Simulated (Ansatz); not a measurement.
## Br on Ag(100): change of the work function

How does Br on the hollow site change the work function of Ag(100) as the layer fills?

Program: Ansatz 0.2.0. Level of theory: plane-wave DFT, PBE, Ansatz PAW. Results are calculated unless marked as measured.

**1. The starting structure**

The cell holds 4 atoms: 4 Ag. Cell: a = 2.892 Å, b = 2.892 Å, c = 24.135 Å, α = 90.0°, β = 90.0°, γ = 90.0°. Vacuum lies along c.

**2. The clean slab**

The bare slab comes first, as the zero from which every change is counted. The two lowest layers are held at bulk places and the upper ones relax. The dipole correction removes the false field that a one-sided slab makes across the periodic vacuum, so each face gets a flat vacuum level of its own.

input.yaml reads:

```yaml
crystal:
  lattice:
    - [2.8920667351, 0.0, 0.0]
    - [0.0, 2.8920667351, 0.0]
    - [0.0, 0.0, 24.135]
  atoms:
    - { symbol: Ag, position: [0.5, 0.5, 0.3729024239] }
    - { symbol: Ag, position: [0.0, 0.0, 0.4576341413] }
    - { symbol: Ag, position: [0.5, 0.5, 0.5423658587] }
    - { symbol: Ag, position: [0.0, 0.0, 0.6270975761] }
kpoints:
  mp_grid: { grid: [12, 12, 1] }
hamiltonian:
  xc: pbe
scf:
  occupations: { method: fermi_dirac, width: 0.1 }
  convergence: { dr2_threshold: 1.0e-08 }
efield:
  axis: 3
  dipole_correction: true
  ramp_position: 0.97
  ramp_width: 0.06
relax:
  f_tol: 0.02
  max_steps: 60
  constraints: [{ sites: [0, 1] }]
output:
  write_potential: true
  write_density: true
  volumetric_format: npy
```

Started as:

```sh
> ansatz run input.yaml --threads 4 --pin off --max-ram 6144MiB --backend cpu --events-out ev --progress --plain --runs-dir out
```

Numbers of over 12 decimals in the logs are rounded to 6 here.

The log of the run:

```text
Engine: ansatz 0.2.0, aarch64-unknown-linux-gnu
Pseudopotentials: kind: paw
Pseudopotential: Ag, paw, valence charge 19, recommended cutoff 420 eV (normal), Ag.paw.azcp
Functional definition: PBE
  parameter kappa = 0.804
  parameter beta = 0.066725
  exchange = pbe_x(kappa = kappa, mu = beta*pi^2/3)
  correlation = pbe_c(beta = beta)
Crystal: 4 atoms, lattice volume = 201.866 Å³
Basis set: ecut = 420 eV, 3917 PW (Γ), exchange–correlation on 40×40×324 points (8 copies of the dense FFT grid, shifted against one another)
Bands: 46, of which v1, the nominal top of the filled ones, is band 38 counted from 1 (37 counted from 0)
Symmetry: 8 space group operations
k-points: 28 of 144
Non-local potential: Ag, projectors of the file, l = 0: 3, l = 1: 2, l = 2: 2, l = 3: 1
PAW form: soft (Blöchl's): semilocal exchange-correlation on the pseudo side does not see the compensation charge
PAW one-centre angular grid: Ag, 590 points (default); XC on 64 Gauss nodes
Initial density: superposition of atomic densities (neutral atoms: chi_scale 0, normalization atom), corrected by the library's trained network
Initial wavefunctions: pseudopotential atomic-orbital guess
Functional: x = pbe(κ = 0.804, μ = 0.219515), c = pbe(β = 0.066725)
SCF iter   1: F=—  HF=-30361.340084 eV  |F-HF|=—  |Δ(HF+E_count)|=         —  Δρ=9.03e-4  dr2=2.92e-3  ethr=1.77e-3  p=0.000 e·Å  D=3.51e-13 V/Å  ΔV_dip=-0.00 eV  dr2_dipole=4.42e-9  V_vac-E_F(+/−)=4.19/4.19 eV  ⟨swp⟩=7.9  Hψ=5507  notcnv=0  defer=6
efield: sawtooth ramp at fractional position 0.9700 (set: `efield.ramp_position`, or a place that a band, a saddle search or an elastic batch's reference lends), width 0.0600; the density the first Hamiltonian is built on has a dipole p = 0.000 e·Å; the dipole correction subtracts the counter field D = 3.51e-13 V/Å, which shifts the + side's vacuum level by -0.00 eV against the − side's; the planar-averaged density in the ramp window peaks in size at 4.8e-6 e/Å³
preconditioner: auto → LDOS  [metal: Δε(μ)=0.119 eV  Ē_g=9.007 eV  σ=0.100 eV  W_gap=0.28  n_scr=44 (ndim 8)  ℏωp=17.3 eV  f_vac=0.610  D(μ)=1.07/eV (n_scr^D=6)  β→1.0]
SCF iter   2: F=—  HF=-30361.345092 eV  |F-HF|=—  |Δ(HF+E_count)|=   5.01e-3  Δρ=8.96e-4  dr2=1.74e-3  ethr=3.84e-6  p=-0.000 e·Å  D=-7.65e-6 V/Å  ΔV_dip=0.00 eV  dr2_dipole=1.71e-9  V_vac-E_F(+/−)=4.23/4.23 eV  ⟨swp⟩=3.0  Hψ=3082  notcnv=0  defer=35
SCF iter   3: F=—  HF=-30361.344733 eV  |F-HF|=—  |Δ(HF+E_count)|=   3.60e-4  Δρ=3.66e-4  dr2=2.21e-4  ethr=2.29e-6  p=-0.000 e·Å  D=-3.20e-6 V/Å  ΔV_dip=0.00 eV  dr2_dipole=1.41e-9  V_vac-E_F(+/−)=4.23/4.23 eV  ⟨swp⟩=2.1  Hψ=2096  notcnv=0  defer=35
SCF iter   4: F=—  HF=-30361.344692 eV  |F-HF|=—  |Δ(HF+E_count)|=   4.03e-5  Δρ=5.37e-5  dr2=7.54e-6  ethr=2.91e-7  p=-0.000 e·Å  D=-1.94e-6 V/Å  ΔV_dip=0.00 eV  dr2_dipole=2.66e-10  V_vac-E_F(+/−)=4.23/4.23 eV  ⟨swp⟩=2.1  Hψ=1960  notcnv=0  defer=35
SCF iter   5: F=—  HF=-30361.344706 eV  |F-HF|=—  |Δ(HF+E_count)|=   1.38e-5  Δρ=2.23e-5  dr2=1.20e-6  ethr=9.92e-9  p=-0.000 e·Å  D=-8.37e-7 V/Å  ΔV_dip=0.00 eV  dr2_dipole=2.88e-11  V_vac-E_F(+/−)=4.23/4.23 eV  ⟨swp⟩=2.3  Hψ=2137  notcnv=0  defer=35
SCF iter   6: F=—  HF=-30361.344706 eV  |F-HF|=—  |Δ(HF+E_count)|=   1.67e-7  Δρ=7.89e-6  dr2=1.50e-7  ethr=1.58e-9  p=-0.000 e·Å  D=-2.98e-7 V/Å  ΔV_dip=0.00 eV  dr2_dipole=1.03e-12  V_vac-E_F(+/−)=4.23/4.23 eV  ⟨swp⟩=2.0  Hψ=1850  notcnv=0  defer=35
SCF iter   7: F=-30361.344706 eV  HF=-30361.344706 eV  |F-HF|=1.87e-8  |Δ(HF+E_count)|=   2.77e-8  Δρ=2.32e-6  dr2=9.53e-9  ethr=1.32e-11  p=-0.000 e·Å  D=-1.45e-7 V/Å  ΔV_dip=0.00 eV  dr2_dipole=8.73e-14  V_vac-E_F(+/−)=4.23/4.23 eV  ⟨swp⟩=7.4  Hψ=8701  notcnv=0
SCF 1 converged in 7 iterations: F = -30361.344706 eV  dr2 = 9.53e-9
  greatest PAW one-centre occupation: 1.000 electrons in one spin orbital (limit 2), on the Ag atom at site 1 (counted from 0), in its partial waves of l = 0
relax step   1: F+E_penalty+E_count = -30361.34470629 eV  Δ(F+E_penalty+E_count) = +0.000e0 eV  max|allowed force component| = 1.102e-1 eV/Å  Δτ_max = 0.0000 Å  (7 SCF iters, accepted)
Initial density: handed on by an earlier stage of this run
Initial wavefunctions: those handed on with the density
iter 1 solved again at ethr=3.44e-5 eV; its pass at ethr=3.10e-3 eV (dr2=2.61e-2 eV) is discarded
SCF iter   1: F=—  HF=-30361.358109 eV  |F-HF|=—  |Δ(HF+E_count)|=         —  Δρ=3.49e-3  dr2=2.40e-2  ethr=3.44e-5  p=0.000 e·Å  D=1.12e-7 V/Å  ΔV_dip=-0.00 eV  dr2_dipole=3.97e-5  V_vac-E_F(+/−)=4.24/4.24 eV  ⟨swp⟩=2.0  Hψ=5174  notcnv=0  defer=46
efield: sawtooth ramp at fractional position 0.9700 (set: `efield.ramp_position`, or a place that a band, a saddle search or an elastic batch's reference lends), width 0.0600; the density the first Hamiltonian is built on has a dipole p = 0.000 e·Å; the dipole correction subtracts the counter field D = 1.12e-7 V/Å, which shifts the + side's vacuum level by -0.00 eV against the − side's; the planar-averaged density in the ramp window peaks in size at 6.4e-7 e/Å³
preconditioner: auto → LDOS  [metal: Δε(μ)=0.119 eV  Ē_g=8.924 eV  σ=0.100 eV  W_gap=0.29  n_scr=44 (ndim 8)  ℏωp=17.3 eV  f_vac=0.604  D(μ)=1.17/eV (n_scr^D=6)  β→1.0]
SCF iter   2: F=—  HF=-30361.356349 eV  |F-HF|=—  |Δ(HF+E_count)|=   1.76e-3  Δρ=2.86e-3  dr2=3.09e-2  ethr=3.16e-5  p=0.002 e·Å  D=1.76e-3 V/Å  ΔV_dip=-0.04 eV  dr2_dipole=4.06e-3  V_vac-E_F(+/−)=4.19/4.23 eV  ⟨swp⟩=2.0  Hψ=2336  notcnv=0  defer=46
SCF iter   3: F=—  HF=-30361.350080 eV  |F-HF|=—  |Δ(HF+E_count)|=   6.27e-3  Δρ=5.21e-4  dr2=9.87e-4  ethr=3.16e-5  p=-0.000 e·Å  D=-2.51e-4 V/Å  ΔV_dip=0.01 eV  dr2_dipole=1.99e-4  V_vac-E_F(+/−)=4.24/4.24 eV  ⟨swp⟩=2.0  Hψ=1949  notcnv=0  defer=46
SCF iter   4: F=—  HF=-30361.350182 eV  |F-HF|=—  |Δ(HF+E_count)|=   1.02e-4  Δρ=6.32e-4  dr2=7.38e-4  ethr=1.30e-6  p=-0.000 e·Å  D=-2.97e-4 V/Å  ΔV_dip=0.01 eV  dr2_dipole=1.08e-7  V_vac-E_F(+/−)=4.24/4.24 eV  ⟨swp⟩=2.0  Hψ=2295  notcnv=0  defer=46
SCF iter   5: F=—  HF=-30361.349986 eV  |F-HF|=—  |Δ(HF+E_count)|=   1.95e-4  Δρ=3.60e-5  dr2=2.35e-6  ethr=9.71e-7  p=-0.001 e·Å  D=-5.46e-4 V/Å  ΔV_dip=0.01 eV  dr2_dipole=2.99e-7  V_vac-E_F(+/−)=4.25/4.24 eV  ⟨swp⟩=2.0  Hψ=2232  notcnv=0  defer=46
SCF iter   6: F=—  HF=-30361.350015 eV  |F-HF|=—  |Δ(HF+E_count)|=   2.86e-5  Δρ=1.30e-5  dr2=3.16e-7  ethr=3.10e-9  p=-0.001 e·Å  D=-5.70e-4 V/Å  ΔV_dip=0.01 eV  dr2_dipole=1.51e-8  V_vac-E_F(+/−)=4.25/4.24 eV  ⟨swp⟩=3.0  Hψ=2323  notcnv=0  defer=49
SCF iter   7: F=—  HF=-30361.350015 eV  |F-HF|=—  |Δ(HF+E_count)|=   3.22e-7  Δρ=3.74e-6  dr2=3.72e-8  ethr=4.15e-10  p=-0.001 e·Å  D=-5.79e-4 V/Å  ΔV_dip=0.01 eV  dr2_dipole=1.29e-9  V_vac-E_F(+/−)=4.25/4.24 eV  ⟨swp⟩=2.0  Hψ=1866  notcnv=0  defer=51
SCF iter   8: F=-30361.350015 eV  HF=-30361.350015 eV  |F-HF|=1.02e-8  |Δ(HF+E_count)|=   2.01e-8  Δρ=1.51e-6  dr2=4.03e-9  ethr=1.32e-11  p=-0.001 e·Å  D=-5.85e-4 V/Å  ΔV_dip=0.01 eV  dr2_dipole=9.62e-11  V_vac-E_F(+/−)=4.25/4.24 eV  ⟨swp⟩=9.0  Hψ=8007  notcnv=0
SCF 2 converged in 8 iterations: F = -30361.350015 eV  dr2 = 4.03e-9
relax step   2: F+E_penalty+E_count = -30361.35001537 eV  Δ(F+E_penalty+E_count) = -5.309e-3 eV  max|allowed force component| = 8.596e-2 eV/Å  Δτ_max = 0.1538 Å  (8 SCF iters, accepted)
SCF iter   1: F=—  HF=-30361.354388 eV  |F-HF|=—  |Δ(HF+E_count)|=         —  Δρ=1.45e-3  dr2=4.45e-3  ethr=5.34e-5  p=-0.001 e·Å  D=-5.85e-4 V/Å  ΔV_dip=0.01 eV  dr2_dipole=5.19e-5  V_vac-E_F(+/−)=4.25/4.23 eV  ⟨swp⟩=4.6  Hψ=3474  notcnv=0  defer=50
efield: sawtooth ramp at fractional position 0.9700 (set: `efield.ramp_position`, or a place that a band, a saddle search or an elastic batch's reference lends), width 0.0600; the density the first Hamiltonian is built on has a dipole p = -0.001 e·Å; the dipole correction subtracts the counter field D = -5.85e-4 V/Å, which shifts the + side's vacuum level by +0.01 eV against the − side's; the planar-averaged density in the ramp window peaks in size at 4.0e-7 e/Å³
preconditioner: auto → LDOS  [metal: Δε(μ)=0.130 eV  Ē_g=8.950 eV  σ=0.100 eV  W_gap=0.31  n_scr=44 (ndim 8)  ℏωp=17.3 eV  f_vac=0.606  D(μ)=1.11/eV (n_scr^D=6)  β→1.0]
SCF iter   2: F=—  HF=-30361.354274 eV  |F-HF|=—  |Δ(HF+E_count)|=   1.14e-4  Δρ=1.33e-3  dr2=5.72e-3  ethr=5.85e-6  p=-0.002 e·Å  D=-1.43e-3 V/Å  ΔV_dip=0.03 eV  dr2_dipole=3.82e-4  V_vac-E_F(+/−)=4.27/4.24 eV  ⟨swp⟩=2.3  Hψ=2617  notcnv=0  defer=50
SCF iter   3: F=—  HF=-30361.353009 eV  |F-HF|=—  |Δ(HF+E_count)|=   1.26e-3  Δρ=2.74e-4  dr2=1.68e-4  ethr=5.85e-6  p=-0.001 e·Å  D=-4.82e-4 V/Å  ΔV_dip=0.01 eV  dr2_dipole=1.17e-5  V_vac-E_F(+/−)=4.25/4.23 eV  ⟨swp⟩=2.0  Hψ=2030  notcnv=0  defer=50
SCF iter   4: F=—  HF=-30361.353011 eV  |F-HF|=—  |Δ(HF+E_count)|=   1.58e-6  Δρ=2.42e-4  dr2=1.03e-4  ethr=2.21e-7  p=-0.001 e·Å  D=-5.04e-4 V/Å  ΔV_dip=0.01 eV  dr2_dipole=3.86e-8  V_vac-E_F(+/−)=4.25/4.23 eV  ⟨swp⟩=2.6  Hψ=2285  notcnv=0  defer=50
SCF iter   5: F=—  HF=-30361.352989 eV  |F-HF|=—  |Δ(HF+E_count)|=   2.17e-5  Δρ=8.74e-5  dr2=1.41e-5  ethr=1.35e-7  p=-0.001 e·Å  D=-4.56e-4 V/Å  ΔV_dip=0.01 eV  dr2_dipole=8.83e-9  V_vac-E_F(+/−)=4.24/4.23 eV  ⟨swp⟩=2.0  Hψ=1676  notcnv=0  defer=50
SCF iter   6: F=—  HF=-30361.352999 eV  |F-HF|=—  |Δ(HF+E_count)|=   1.02e-5  Δρ=2.30e-5  dr2=1.02e-6  ethr=1.86e-8  p=-0.000 e·Å  D=-4.19e-4 V/Å  ΔV_dip=0.01 eV  dr2_dipole=2.19e-8  V_vac-E_F(+/−)=4.24/4.23 eV  ⟨swp⟩=2.0  Hψ=2110  notcnv=0  defer=50
SCF iter   7: F=—  HF=-30361.352989 eV  |F-HF|=—  |Δ(HF+E_count)|=   1.01e-5  Δρ=4.56e-6  dr2=5.35e-8  ethr=1.34e-9  p=-0.000 e·Å  D=-4.08e-4 V/Å  ΔV_dip=0.01 eV  dr2_dipole=6.94e-9  V_vac-E_F(+/−)=4.24/4.23 eV  ⟨swp⟩=2.0  Hψ=2053  notcnv=0  defer=50
SCF iter   8: F=-30361.352989 eV  HF=-30361.352989 eV  |F-HF|=3.06e-10  |Δ(HF+E_count)|=   3.55e-9  Δρ=1.26e-6  dr2=3.95e-9  ethr=1.32e-11  p=-0.000 e·Å  D=-4.02e-4 V/Å  ΔV_dip=0.01 eV  dr2_dipole=2.70e-10  V_vac-E_F(+/−)=4.24/4.23 eV  ⟨swp⟩=9.1  Hψ=8152  notcnv=0
SCF 3 converged in 8 iterations: F = -30361.352989 eV  dr2 = 3.95e-9
relax step   3: F+E_penalty+E_count = -30361.35298904 eV  Δ(F+E_penalty+E_count) = -2.974e-3 eV  max|allowed force component| = 6.064e-3 eV/Å  Δτ_max = 0.0609 Å  (8 SCF iters, accepted)
NSCF: frozen V_eff on 28 k-points
the band table was solved once a step of the walk had ended and its energy, with any forces and stress, was formed, with the checks that follow a solve (6827 applications of the Hamiltonian). They found nothing against the state; the energy, forces and stress were not computed again (output.eigenvalues in the input reference)
WARN: The output density's exchange-correlation potential varies sharply where the density is thin. Do not read a vacuum level from v_tot or v_xc, or from such a field of the output density. On a cell that repeats whose density bears no net charge and no dipole along the vacuum's axis use v_es (v_loc + v_h of the components); under efield.dipole_correction with no amplitude use v_es + v_field, which holds any externa [...]
SCF converged after 8 iterations
Free energy (F): -30361.352989 eV
Harris-Foulkes:  -30361.352989 eV  (|F-HF|=3.06e-10)
Internal energy: -30361.314367 eV  (E = F + TS)
E sigma→0 (E₀):  -30361.333678 eV
Entropy (-TS):   -0.038622 eV (-9.655 meV/atom)
Fermi energy:    3.092469 eV
Dipole field:    D = -0.000380 V/Å  (p = -0.000424 e·Å, saw-weighted, corrected)
Work function:   Φ+ = 4.2431 eV   Φ− = 4.2339 eV
Levels:          The Fermi level and band energies are counted from a zero that moves with the ramp; work functions are not
--- Per-component energies (eV) ---
  E_band       = -2008.033151
  E_kinetic    = 2108.706537
  E_local      = -119496.474417  (includes V_loc(G=0)·N_el)
  E_nonlocal   = 321.284068
  E_hartree    = 58822.081403
  E_xc         = -737.592717
  E_vxc        = -936.881144  (∫ρ·V_xc dr)
  E_paw        = -15609.609588  (= ΣΔE_a)
  E_vpaw       = -1648.829281  (= ΣTr[D̂ρ^β])
  E_aug_tail   = 0.001303  (compensation charges beyond the density's cutoff)
  E_efield     = 0.000000  (sawtooth field / dipole correction)
  E_vefield    = 0.001127  (∫n·V_field dr)
  E_ewald      = 44230.289044
  E_smearing   = -0.038622  (= −TS)
  E_closure    = -0.000000  (closes the sum)
  Σ components = -30361.352989   (vs F -30361.352989, Δ=0.00e0)
--- Forces (eV/Å), atoms counted from 1 ---
  atom   1  Ag    -0.00000000     0.00000000    -0.09067581
  atom   2  Ag    -0.00000000     0.00000000     0.08068784
  atom   3  Ag     0.00000000     0.00000000     0.00606429
  atom   4  Ag    -0.00000000     0.00000000     0.00391756
  max |Σ_I F_I| component: 6.12e-6 eV/Å
--- Band table (eV; the first three rows and the last of 28) ---
  k-point 0: bands = [... 34 lower, 0.0459, 0.1262, 0.1943, 0.1943, 0.4083, 2.8425, 4.3409, 7.1872, ... 4 higher]
  k-point 1: bands = [... 34 lower, -0.0926, -0.0274, 0.0815, 0.2166, 0.7221, 3.0451, 4.6143, 7.3181, ... 4 higher]
  k-point 2: bands = [... 34 lower, -0.1400, -0.1245, 0.0515, 0.2137, 1.2303, 3.5782, 5.3249, 7.6855, ... 4 higher]
  k-point 27: bands = [... 34 lower, 0.5700, 0.5876, 5.5749, 5.5749, 7.4400, 7.4400, 9.8432, 9.8432, ... 4 higher]
--- Relaxed structure (3 steps of the walk, 3 accepted, 0 SCFs on fresh bases) ---
  F+E_penalty+E_count = -30361.35298904 eV   max|allowed force component| = 6.064e-3 eV/Å
  atoms:
    - { symbol: Ag, position: [0.5, 0.5, 0.3729024239] }
    - { symbol: Ag, position: [0.0, 0.0, 0.4576341413] }
    - { symbol: Ag, position: [0.5, 0.5, 0.544976] }
    - { symbol: Ag, position: [0, 0.0, 0.630949] }
```

The job ended after 15 s (4 threads of Arm Neoverse V2, shared host; peak memory 0.56 GiB).

The steps of the relaxation:

```tsv
step	energy less that of the first step (eV)	largest force component (eV/Å)
1	0.0000	0.1102
2	-0.0053	0.0860
3	-0.0083	0.0061
```

Forces are held to the 8 operations that the run works with; a distortion that breaks them can't arise in this run.

The atoms that moved most (Å):

```tsv
atom	dx	dy	dz	length
Ag4	0.000	0.000	0.093	0.093
Ag3	0.000	0.000	0.063	0.063
```

The relaxed structure:

```cif
data_structure
_symmetry_space_group_name_H-M 'P 1'
_symmetry_Int_Tables_number 1
_cell_length_a 2.8921
_cell_length_b 2.8921
_cell_length_c 24.1350
_cell_angle_alpha 90.000
_cell_angle_beta 90.000
_cell_angle_gamma 90.000
_cell_volume 201.87
loop_
_atom_site_label
_atom_site_type_symbol
_atom_site_fract_x
_atom_site_fract_y
_atom_site_fract_z
_atom_site_occupancy
Ag1 Ag 0.50000 0.50000 0.37290 1
Ag2 Ag 0.00000 0.00000 0.45763 1
Ag3 Ag 0.50000 0.50000 0.54498 1
Ag4 Ag 0.00000 0.00000 0.63095 1
```

Numbers from this step:

```
energy at zero smearing   : -30361.3337 eV
work function, upper face : 4.243 eV
dipole along the normal   : -4.24e-4 e·Å
```

Running mean over 2.045 Å of the planar mean; the ramp of the sawtooth is left out. Table of electron's electrostatic potential energy less the Fermi level by z:

z (Å), electron's electrostatic potential energy less the Fermi level (eV) and a bar from the least value:
```
      3.0       4.23 ##############################
      3.5       4.23 ##############################
      4.0       4.23 ##############################
      4.5       4.23 ##############################
      5.0       4.23 ##############################
      5.5       4.22 ##############################
      6.0       4.18 ##############################
      6.5       4.06 #############################
      7.0       3.63 ############################
      7.5       1.94 #######################
      8.0      -1.25 ##############
      8.5      -4.31 #####
      9.0      -5.66 #
      9.5      -5.92 
     10.0      -5.98 
     10.5      -6.01 
     11.0      -5.98 
     11.5      -5.77 #
     12.0      -5.59 #
     12.5      -5.67 #
     13.0      -5.89 
     13.5      -5.90 
     14.0      -5.79 #
     14.5      -5.77 #
     15.0      -5.75 #
     15.5      -5.14 ###
     16.0      -2.77 #########
     16.5       0.61 ###################
     17.0       3.10 ###########################
     17.5       3.94 #############################
     18.0       4.16 ##############################
     18.5       4.22 ##############################
     19.0       4.24 ##############################
     19.5       4.24 ##############################
     20.0       4.24 ##############################
     20.5       4.24 ##############################
     21.0       4.24 ##############################
```

The relaxation took 3 steps and lowered the energy by 0.0083 eV; the largest force on the free atoms ends at 0.0061 eV/Å.

The work function of the upper face is 4.24 eV.

[end of part 1 of 3]

[Logs are printed without paths, hosts, clocks, repeated set-up lines and the standing remarks that a program may print on its own settings, such as how far it seeks lower states.]

[Hosts, paths, dates, database ids (printed as entryN), source tags and the programs' standing remarks are cut or masked in the printed files.]

[Maps of the electrostatic potential energy from Ansatz leave out the sawtooth potential of an applied field or a dipole correction, so their vacuum need not be flat; planar profiles and work functions include it.]
